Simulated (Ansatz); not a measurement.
**TiNCl (Pmmn): how robust is the cRPA U?**

Wanted: the sensitivity and cost of U and J for TiNCl (Pmmn).

Main program and level: Ansatz 0.2.0; constrained RPA on LDA, plane waves, PAW.

**1. Starting point**

It takes space group Pmmn (No. 59, orthorhombic). The conventional cell has a = 3.258 Å, b = 3.937 Å, c = 7.803 Å, α = 90.00°, β = 90.00°, γ = 90.00°. Nearest to Ti lie 4 N at 2.01 Å and 2 Cl at 2.42 Å. Nearest to N lie 4 Ti at 2.01 Å. Nearest to Cl lie 2 Ti at 2.42 Å. Farther neighbours and most contacts between anions are not listed.

The cell and positions come from the Crystallography Open Database and are kept as given unless a step says otherwise. The default PAW set here is soft_2. Its files were made with PBE.

**2. Base: Ti t2g, bands c1 to c6, 6×4×2 mesh, medium accuracy**

Constrained RPA screens the interaction with every transition except those inside the target bands, which a later many-body model would treat itself.

The input, input.yaml:

```yaml
crystal:
  lattice:
    - [0.0, 2.30375389, 2.30375389]
    - [-3.937, 0.0, 0.0]
    - [0.0, -5.51755421, 5.51755421]
  atoms:
    - { symbol: Ti, position: [0.0, 0.5, 0.1] }
    - { symbol: Ti, position: [0.5, 0.0, 0.9] }
    - { symbol: "N", position: [0.5, 0.5, 0.95] }
    - { symbol: "N", position: [0.0, 0.0, 0.05] }
    - { symbol: Cl, position: [0.5, 0.5, 0.33] }
    - { symbol: Cl, position: [0.0, 0.0, 0.67] }
kpoints:
  mp_grid: { grid: [12, 8, 4] }
hamiltonian:
  xc: lda
scf:
  occupations: { method: gaussian, width: 0.08 }
  n_extra_bands: 24
  max_iter: 150
output:
  crpa:
    kmesh: [6, 4, 2]
    target_bands: [c1, c6]
    projections: [{ species: Ti, l: d, shell: 3, orbitals: [dxz, dyz, dxy] }]
  local_orbitals:
    kmesh: [12, 8, 4]
    orbitals: [{ species: Ti, l: d, shell: 3, orbitals: [dxz, dyz, dxy] }]
    window: { bands: [c1, c6] }
    seedname: lo
```

The run is started by

```
> ansatz run input.yaml --threads 4 --pin off --max-ram 9216MiB --backend cpu --events-out ev --progress --plain --runs-dir out
```

Numbers of over 12 decimals in the logs are rounded to 6 here.

The program printed:

```text
scf.n_extra_bands = 24 over 24 filled bands (N_el = 48.0): the run solves 48 bands
Engine: ansatz 0.2.0, aarch64-unknown-linux-gnu
Pseudopotentials: kind: paw
Pseudopotential: Ti, paw, valence charge 12, recommended cutoff 420 eV (normal), Ti.paw.azcp
Pseudopotential: N, paw, valence charge 5, recommended cutoff 420 eV (normal), N.paw.azcp
Pseudopotential: Cl, paw, valence charge 7, recommended cutoff 420 eV (normal), Cl.paw.azcp
Functional definition: SPW92
  exchange = slater_x
  correlation = pw_c
Crystal: 6 atoms, lattice volume = 100.087 Å³
Basis set: ecut = 420 eV, 1977 PW (Γ)
Bands: 48, of which v1, the nominal top of the filled ones, is band 24 counted from 1 (23 counted from 0)
Symmetry: 8 space group operations
Space group: Pmmn (ITA 59), of the structure as read, at distance tolerance 4.6e-5 Å
k-points: 105 of 384
Non-local potential: Ti, projectors of the file, l = 0: 3, l = 1: 2, l = 2: 3, l = 3: 1
Non-local potential: N, projectors of the file, l = 0: 2, l = 1: 2, l = 2: 1
Non-local potential: Cl, projectors of the file, l = 0: 2, l = 1: 2, l = 2: 2
PAW form: soft (Blöchl's): semilocal exchange-correlation on the pseudo side does not see the compensation charge
PAW frozen core: Ti, regenerated for the run's functional, and the local potential with it (the file was generated under x = pbe(κ = 0.804, μ = 0.219515), c = pbe(β = 0.066725))
PAW frozen core: N, regenerated for the run's functional, and the local potential with it (the file was generated under x = pbe(κ = 0.804, μ = 0.219515), c = pbe(β = 0.066725))
PAW frozen core: Cl, regenerated for the run's functional, and the local potential with it (the file was generated under x = pbe(κ = 0.804, μ = 0.219515), c = pbe(β = 0.066725))
PAW one-centre angular grid: Ti, 590 points (default); XC on 64 Gauss nodes
PAW one-centre angular grid: N, 110 points (default); XC on 64 Gauss nodes
PAW one-centre angular grid: Cl, 110 points (default); XC on 64 Gauss nodes
Initial density: superposition of atomic densities (neutral atoms: chi_scale 0, normalization atom), corrected by the library's trained network
Initial wavefunctions: pseudopotential atomic-orbital guess
Functional: x = slater, c = lda
SCF iter   1: F=—  HF=-7746.360864 eV  |F-HF|=—  |Δ(HF+E_count)|=         —  Δρ=9.86e-3  dr2=1.26e-1  ethr=1.77e-3  ⟨swp⟩=5.7  Hψ=23049  notcnv=0  defer=688
preconditioner: auto → Resta (q_TF=auto, 2.414 Å⁻¹)  ε∞=3.3  [insulator: Δε(μ)=0.439 eV  Ē_g=13.888 eV  σ=0.080 eV  W_gap=1.00  n_scr=20 (ndim 8)  ℏωp=21.0 eV  f_vac=0.109  D(μ)=0.00/eV (n_scr^D=0)  ε∞_Penn≈3.3]
SCF iter   2: F=—  HF=-7746.343526 eV  |F-HF|=—  |Δ(HF+E_count)|=   1.73e-2  Δρ=7.41e-3  dr2=5.01e-2  ethr=2.62e-4  ⟨swp⟩=2.0  Hψ=6567  notcnv=0  defer=1743
[...]
cRPA screening: q 2/48
cRPA screening: q 3/48
cRPA screening: q 5/48 (q-point 4)
cRPA screening: q 7/48 (q-point 5)
cRPA screening: q 8/48 (q-point 6)
cRPA screening: q 9/48
cRPA screening: q 11/48 (q-point 10)
cRPA screening: q 13/48 (q-point 11)
cRPA screening: q 15/48 (q-point 12)
cRPA screening: q 17/48 (q-point 13)
cRPA screening: q 19/48 (q-point 14)
[...]
cRPA screening: q 43/48 (q-point 27)
cRPA screening: q 45/48 (q-point 28)
cRPA screening: q 47/48 (q-point 29)
cRPA screening: q 48/48 (q-point 30)
SCF converged after 8 iterations
Free energy (F): -7746.333979 eV
Harris-Foulkes:  -7746.333979 eV  (|F-HF|=5.57e-9)
Internal energy: -7746.333979 eV  (E = F + TS)
E sigma→0 (E₀):  -7746.333979 eV
Entropy (-TS):   -0.000000 eV (-0.000 meV/atom)
Fermi energy:    6.620172 eV
--- Per-component energies (eV) ---
  E_band       = -509.234774
  E_kinetic    = 1126.177030
  E_local      = -4984.813130  (includes V_loc(G=0)·N_el)
  E_nonlocal   = 170.886715
  E_hartree    = 2095.723404
  E_xc         = -525.172150
  E_vxc        = -639.579312  (∫ρ·V_xc dr)
  E_paw        = -3480.272361  (= ΣΔE_a)
  E_vpaw       = -373.355917  (= ΣTr[D̂ρ^β])
  E_aug_tail   = 0.000663  (compensation charges beyond the density's cutoff)
  E_ewald      = -2150.057121
  E_core_change = 1.192972  (= ΣΔE_core)
  E_smearing   = -0.000000  (= −TS)
  E_closure    = -0.000000  (closes the sum)
  Σ components = -7746.333979   (vs F -7746.333979, Δ=0.00e0)
--- Band table (eV; the first three rows and the last of 105) ---
  k-point 0: bands = [... 20 lower, 4.3541, 4.6191, 5.5117, 6.3537, 6.8868, 7.9852, 8.4722, 8.4766, ... 20 higher]
  k-point 1: bands = [... 20 lower, 4.4122, 4.4308, 5.4553, 6.3534, 6.8869, 7.9795, 8.4180, 8.4679, ... 20 higher]
  k-point 2: bands = [... 20 lower, 4.1067, 4.5122, 5.3915, 6.3534, 6.8870, 7.9738, 8.3692, 8.4631, ... 20 higher]
  k-point 104: bands = [... 20 lower, 3.9074, 3.9074, 4.2820, 4.2820, 8.3097, 8.3097, 8.4287, 8.4287, ... 20 higher]
--- cRPA (band scheme, projected local orbitals): target bands 25..30 (1-based), 6 Wannier function(s), 6×4×2 mesh, 60 bands' worth read of 65 solved, ecut_chi 136.0 eV, v(q+G=0) probe_charge, pair densities all_electron ---
  χ-basis size per q: N_G = 350..378
  window electrons = 0.0000, filled by tetrahedron_uncorrected; constrained ε̄⁻¹(q = 0, 0) head = 0.086286; min gauge Gram eig = 0.4666
  Kanamori averages over each shell's own Wannier functions (sites counted from 0, functions from 1):
  Each shell's averages of U are screened by what lies outside the whole window alone: parameters of one model of all the shells.
    Site 0, 3D, 3 of 5 d orbitals (Wannier functions 1, 2, 3; wannier90's mr 2, 3, 5):
      screened: U = 2.2197 eV, U' = 1.5505 eV, J = 0.3188 eV
      screened, to within: U = 3.1e-3 eV, U' = 3.1e-3 eV, J = 4.5e-4 eV
      bare: V = 13.3198 eV, V' = 12.3570 eV, J = 0.4421 eV
    Site 1, 3D, 3 of 5 d orbitals (Wannier functions 4, 5, 6; wannier90's mr 2, 3, 5):
      screened: U = 2.2197 eV, U' = 1.5505 eV, J = 0.3188 eV
      screened, to within: U = 3.1e-3 eV, U' = 3.1e-3 eV, J = 4.5e-4 eV
      bare: V = 13.3198 eV, V' = 12.3570 eV, J = 0.4421 eV
  Hermiticity witness max|P − P†| over intra, direct and exchange elements: 9.33e-15 eV (screened), 3.08e-17 eV (bare)
  Reality witness max|Im| over intra, direct and exchange elements: 3.83e-9 eV (screened), 7.90e-12 eV (bare)
```

Elapsed: 4.4 min, on 4 threads of Arm Neoverse V2, shared host; peak memory 0.68 GiB.

Reading the cycles: dr2 is the Hartree energy of the density residual (eV), the measure of convergence; HF is the Harris–Foulkes estimate of the energy, which meets the free energy F at convergence.

Numbers from this step:

* U: 2.220 eV
* U prime (inter-orbital): 1.550 eV
* J: 0.3188 eV
* bare V: 13.32 eV
* bare J: 0.4421 eV
* stated bound on U: 0.003042 eV
* U over bare V: 0.1667
* electrons in the window: 0
* head of the constrained inverse dielectric matrix: 0.08629
* least eigenvalue of the projection's overlap: 0.4666
* target functions: 6
* bands in the sums: 60
* r.m.s. miss of the model bands: 0.002132 eV
* width of the target bands: 2.657 eV
* weight of the projected orbitals in the window: 0.8162

On the Ti t2g shell, screening brings the on-site interaction from 13.3 eV down to U = 2.22 eV.

**3. Changed: 4×4×2 mesh**

Edit input.yaml of step 2 so:

```diff
@@ -22,9 +22,4 @@
   crpa:
-    kmesh: [6, 4, 2]
+    kmesh: [4, 4, 2]
     target_bands: [c1, c6]
     projections: [{ species: Ti, l: d, shell: 3, orbitals: [dxz, dyz, dxy] }]
-  local_orbitals:
-    kmesh: [12, 8, 4]
-    orbitals: [{ species: Ti, l: d, shell: 3, orbitals: [dxz, dyz, dxy] }]
-    window: { bands: [c1, c6] }
-    seedname: lo
```

The program printed:

```text
[...]
Crystal: 6 atoms, lattice volume = 100.087 Å³
Basis set: ecut = 420 eV, 1977 PW (Γ)
Bands: 48, of which v1, the nominal top of the filled ones, is band 24 counted from 1 (23 counted from 0)
Symmetry: 8 space group operations
[...]
k-points: 105 of 384
[...]
SCF iter   1: F=—  HF=-7746.360864 eV  |F-HF|=—  |Δ(HF+E_count)|=         —  Δρ=9.86e-3  dr2=1.26e-1  ethr=1.77e-3  ⟨swp⟩=5.7  Hψ=23049  notcnv=0  defer=688
[...]
SCF iter   8: F=-7746.333979 eV  HF=-7746.333979 eV  |F-HF|=5.57e-9  |Δ(HF+E_count)|=   2.69e-8  Δρ=3.13e-6  dr2=1.13e-8  ethr=2.08e-10  ⟨swp⟩=9.8  Hψ=24072  notcnv=0
SCF 1 converged in 8 iterations: F = -7746.333979 eV  dr2 = 1.13e-8
[...]
NSCF: frozen V_eff on 18 k-points
[...]
cRPA screening: q 1/32
cRPA screening: q 2/32
cRPA screening: q 3/32
cRPA screening: q 5/32 (q-point 4)
cRPA screening: q 7/32 (q-point 5)
[...]
--- Band table (eV; the first three rows and the last of 105) ---
  k-point 0: bands = [... 20 lower, 4.3541, 4.6191, 5.5117, 6.3537, 6.8868, 7.9852, 8.4722, 8.4766, ... 20 higher]
  k-point 1: bands = [... 20 lower, 4.4122, 4.4308, 5.4553, 6.3534, 6.8869, 7.9795, 8.4180, 8.4679, ... 20 higher]
  k-point 2: bands = [... 20 lower, 4.1067, 4.5122, 5.3915, 6.3534, 6.8870, 7.9738, 8.3692, 8.4631, ... 20 higher]
  k-point 104: bands = [... 20 lower, 3.9074, 3.9074, 4.2820, 4.2820, 8.3097, 8.3097, 8.4287, 8.4287, ... 20 higher]
[...]
χ-basis size per q: N_G = 350..378
[...]
Site 0, 3D, 3 of 5 d orbitals (Wannier functions 1, 2, 3; wannier90's mr 2, 3, 5):
      screened: U = 2.1225 eV, U' = 1.4515 eV, J = 0.3190 eV
      screened, to within: U = 3.3e-3 eV, U' = 3.3e-3 eV, J = 4.5e-4 eV
      bare: V = 13.3478 eV, V' = 12.3818 eV, J = 0.4419 eV
    Site 1, 3D, 3 of 5 d orbitals (Wannier functions 4, 5, 6; wannier90's mr 2, 3, 5):
      screened: U = 2.1225 eV, U' = 1.4515 eV, J = 0.3190 eV
      screened, to within: U = 3.3e-3 eV, U' = 3.3e-3 eV, J = 4.5e-4 eV
      bare: V = 13.3478 eV, V' = 12.3818 eV, J = 0.4419 eV
[...]
[key lines of the parts left out:]
SCF converged after 8 iterations
Free energy (F): -7746.333979 eV
Fermi energy:    6.620172 eV
```

Wall time 2.1 min (4 threads); peak memory 0.67 GiB.

This step gave:

| Item | Value |
| --- | --- |
| U | 2.122 eV |
| U prime (inter-orbital) | 1.452 eV |
| J | 0.3190 eV |
| bare V | 13.35 eV |
| bare J | 0.4419 eV |
| stated bound on U | 0.003297 eV |
| U over bare V | 0.1590 |
| electrons in the window | 0 |
| head of the constrained inverse dielectric matrix | 0.07409 |
| least eigenvalue of the projection's overlap | 0.4693 |
| target functions | 6 |
| bands in the sums | 60 |
| width of the target bands | 2.657 eV |
| weight of the projected orbitals in the window | 0.8162 |

On the Ti t2g shell, screening brings the on-site interaction from 13.3 eV down to U = 2.12 eV.

**4. Changed: 2×2×2 mesh**

Edit input.yaml of step 3 so:

```diff
@@ -22,3 +22,3 @@
   crpa:
-    kmesh: [4, 4, 2]
+    kmesh: [2, 2, 2]
     target_bands: [c1, c6]
```

The program printed:

```text
[...]
Crystal: 6 atoms, lattice volume = 100.087 Å³
Basis set: ecut = 420 eV, 1977 PW (Γ)
Bands: 48, of which v1, the nominal top of the filled ones, is band 24 counted from 1 (23 counted from 0)
Symmetry: 8 space group operations
[...]
k-points: 105 of 384
[...]
screened: U = 1.7864 eV, U' = 1.0727 eV, J = 0.3386 eV
      screened, to within: U = 6.1e-3 eV, U' = 6.1e-3 eV, J = 4.9e-4 eV
      bare: V = 14.1082 eV, V' = 13.0899 eV, J = 0.4675 eV
    Site 1, 3D, 3 of 5 d orbitals (Wannier functions 4, 5, 6; wannier90's mr 2, 3, 5):
      screened: U = 1.7864 eV, U' = 1.0727 eV, J = 0.3386 eV
      screened, to within: U = 6.1e-3 eV, U' = 6.1e-3 eV, J = 4.9e-4 eV
      bare: V = 14.1082 eV, V' = 13.0899 eV, J = 0.4675 eV
[...]
[key lines of the parts left out:]
SCF converged after 8 iterations
Free energy (F): -7746.333979 eV
Fermi energy:    6.620172 eV
```

Wall time 25 s (4 threads); peak memory 0.67 GiB; 96 s of CPU time.

Numbers from this step:

| Property | Result |
| --- | --- |
| U | 1.786 eV |
| U prime (inter-orbital) | 1.073 eV |
| J | 0.3386 eV |
| bare V | 14.11 eV |
| bare J | 0.4675 eV |
| stated bound on U | 0.006070 eV |
| U over bare V | 0.1266 |
| electrons in the window | 0 |
| head of the constrained inverse dielectric matrix | 0.04103 |
| least eigenvalue of the projection's overlap | 0.4935 |
| target functions | 6 |
| bands in the sums | 60 |
| width of the target bands | 2.657 eV |
| weight of the projected orbitals in the window | 0.8162 |

On the Ti t2g shell, screening brings the on-site interaction from 14.1 eV down to U = 1.79 eV.

**5. Changed: smooth pair densities**

Edit input.yaml of step 4 so:

```diff
@@ -22,4 +22,5 @@
   crpa:
-    kmesh: [2, 2, 2]
+    kmesh: [6, 4, 2]
     target_bands: [c1, c6]
     projections: [{ species: Ti, l: d, shell: 3, orbitals: [dxz, dyz, dxy] }]
+    pair_densities: pseudo
```

The program printed:

```text
[...]
Crystal: 6 atoms, lattice volume = 100.087 Å³
Basis set: ecut = 420 eV, 1977 PW (Γ)
Bands: 48, of which v1, the nominal top of the filled ones, is band 24 counted from 1 (23 counted from 0)
Symmetry: 8 space group operations
[...]
k-points: 105 of 384
[...]
screened, sum over states alone: U = 2.3768 eV, U' = 1.5648 eV, J = 0.3907 eV
      bare: V = 13.3198 eV, V' = 12.3570 eV, J = 0.4421 eV
    Site 1, 3D, 3 of 5 d orbitals (Wannier functions 4, 5, 6; wannier90's mr 2, 3, 5):
      screened: U = 2.2295 eV, U' = 1.5474 eV, J = 0.3251 eV
      screened, to within: U = 3.6e-3 eV, U' = 3.6e-3 eV, J = 2.3e-4 eV
      screened, sum over states alone: U = 2.3768 eV, U' = 1.5648 eV, J = 0.3907 eV
      bare: V = 13.3198 eV, V' = 12.3570 eV, J = 0.4421 eV
[...]
[key lines of the parts left out:]
SCF converged after 8 iterations
Free energy (F): -7746.333979 eV
Fermi energy:    6.620172 eV
```

Wall time 4.1 min (4 threads); peak memory 0.62 GiB; 16 min of CPU time.

Numbers from this step:

```
U                                                 : 2.230 eV
U prime (inter-orbital)                           : 1.547 eV
J                                                 : 0.3251 eV
bare V                                            : 13.32 eV
bare J                                            : 0.4421 eV
stated bound on U                                 : 0.003547 eV
U over bare V                                     : 0.1674
electrons in the window                           : 0
head of the constrained inverse dielectric matrix : 0.08630
least eigenvalue of the projection's overlap      : 0.4666
target functions                                  : 6
bands in the sums                                 : 60
width of the target bands                         : 2.657 eV
weight of the projected orbitals in the window    : 0.8162
```

On the Ti t2g shell, screening brings the on-site interaction from 13.3 eV down to U = 2.23 eV.

**6. Changed: accuracy high**

Edit input.yaml of step 5 so:

```diff
@@ -25,2 +25,2 @@
     projections: [{ species: Ti, l: d, shell: 3, orbitals: [dxz, dyz, dxy] }]
-    pair_densities: pseudo
+    accuracy: high
```

The program printed:

```text
[...]
Crystal: 6 atoms, lattice volume = 100.087 Å³
Basis set: ecut = 420 eV, 1977 PW (Γ)
Bands: 48, of which v1, the nominal top of the filled ones, is band 24 counted from 1 (23 counted from 0)
Symmetry: 8 space group operations
[...]
k-points: 105 of 384
[...]
screened: U = 2.2203 eV, U' = 1.5509 eV, J = 0.3189 eV
      screened, to within: U = 5.0e-4 eV, U' = 5.0e-4 eV, J = 4.5e-5 eV
      bare: V = 13.3198 eV, V' = 12.3570 eV, J = 0.4421 eV
    Site 1, 3D, 3 of 5 d orbitals (Wannier functions 4, 5, 6; wannier90's mr 2, 3, 5):
      screened: U = 2.2203 eV, U' = 1.5509 eV, J = 0.3189 eV
      screened, to within: U = 5.0e-4 eV, U' = 5.0e-4 eV, J = 4.5e-5 eV
      bare: V = 13.3198 eV, V' = 12.3570 eV, J = 0.4421 eV
[...]
[key lines of the parts left out:]
SCF converged after 8 iterations
Free energy (F): -7746.333979 eV
Fermi energy:    6.620172 eV
```

It took 7 min on 4 threads; peak memory 0.76 GiB.

This step gave:

* U: 2.220 eV
* U prime (inter-orbital): 1.551 eV
* J: 0.3189 eV
* bare V: 13.32 eV
* bare J: 0.4421 eV
* stated bound on U: 4.95e-4 eV
* U over bare V: 0.1667
* electrons in the window: 0
* head of the constrained inverse dielectric matrix: 0.08629
* least eigenvalue of the projection's overlap: 0.4666
* target functions: 6
* bands in the sums: 60
* width of the target bands: 2.657 eV
* weight of the projected orbitals in the window: 0.8162

On the Ti t2g shell, screening brings the on-site interaction from 13.3 eV down to U = 2.22 eV.

**7. Changed: one k-point**

Edit input.yaml of step 6 so:

```diff
@@ -22,5 +22,4 @@
   crpa:
-    kmesh: [6, 4, 2]
+    kmesh: [1, 1, 1]
     target_bands: [c1, c6]
     projections: [{ species: Ti, l: d, shell: 3, orbitals: [dxz, dyz, dxy] }]
-    accuracy: high
```

The program printed:

```text
[...]
Crystal: 6 atoms, lattice volume = 100.087 Å³
Basis set: ecut = 420 eV, 1977 PW (Γ)
Bands: 48, of which v1, the nominal top of the filled ones, is band 24 counted from 1 (23 counted from 0)
Symmetry: 8 space group operations
[...]
k-points: 105 of 384
[...]
screened: U = 0.8571 eV, U' = -0.0067 eV, J = 0.3869 eV
      screened, to within: U = 7.4e-3 eV, U' = 7.4e-3 eV, J = 6.2e-4 eV
      bare: V = 15.8055 eV, V' = 14.5085 eV, J = 0.5380 eV
    Site 1, 3D, 3 of 5 d orbitals (Wannier functions 4, 5, 6; wannier90's mr 2, 3, 5):
      screened: U = 0.8571 eV, U' = -0.0067 eV, J = 0.3869 eV
      screened, to within: U = 7.4e-3 eV, U' = 7.4e-3 eV, J = 6.2e-4 eV
      bare: V = 15.8055 eV, V' = 14.5085 eV, J = 0.5380 eV
[...]
[key lines of the parts left out:]
SCF converged after 8 iterations
Free energy (F): -7746.333979 eV
Fermi energy:    6.620172 eV
```

Run time: 7.9 s. Hardware: 4 threads; peak memory 0.67 GiB.

The run ended normally, though the input holds a fault or crude settings.

The fault put into this input: one k-point. It printed U = 0.86 eV, which is no property of the model meant.

(Part 1 of 2 ends here.)

[Paths, hosts, dates, memory and timing lines, banners, echoed tables and standing remarks are left out of the program output.]

[Logs are printed without paths, hosts, clocks, repeated set-up lines and the standing remarks that a program may print on its own settings, such as how far it seeks lower states.]

[Runs of the session that timed out or met a known fault of the program may be left out.]

[Hosts, paths, dates, database ids (printed as entryN), source tags and the programs' standing remarks are cut or masked in the printed files.]
